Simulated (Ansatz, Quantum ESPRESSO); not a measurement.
# germanene, 1 layer: the dipole at a withheld member of a series

Method. Quantum ESPRESSO 7.5, PBE, PseudoDojo fully relativistic norm-conserving. Cell and atoms are relaxed without a field with a D3(BJ) correction and then held. Sawtooth field with dipole correction, 17 Å of vacuum in the starting cell, Fermi-Dirac smearing of 0.002 Ry; bands along a path at each field. Spin-orbit coupling with fully relativistic files. The series steps the field along the normal.

| field along the normal | dipole (e Å) |
| --- | --- |
| 0 V/Å | 0.0000 |
| 0.1 V/Å | 0.0267 |
| 0.2 V/Å | 0.0534 |
| 0.3 V/Å | 0.0802 |

To predict: What is the dipole at 0.4 V/Å?

**Worked estimate.** The rows at 0.2 V/Å and 0.3 V/Å give a slope of (0.0802 − (0.0534))/(0.3 − (0.2)) = 0.268, so a straight line gives 0.1070 e Å. A parabola through these and the row at 0.1 V/Å gives 0.1071 e Å.

**The withheld run.** 0.1071 e Å. The line misses by −0.0001 and the parabola by 0.0000 e Å. Both misses are under 5 % of the step from the nearer row.

Caveats: Ions are held; semilocal gaps are too small; in strong fields empty levels can belong to the vacuum; one stacking. Members without a usable value, or on the other side of zero field or charge, are not listed.
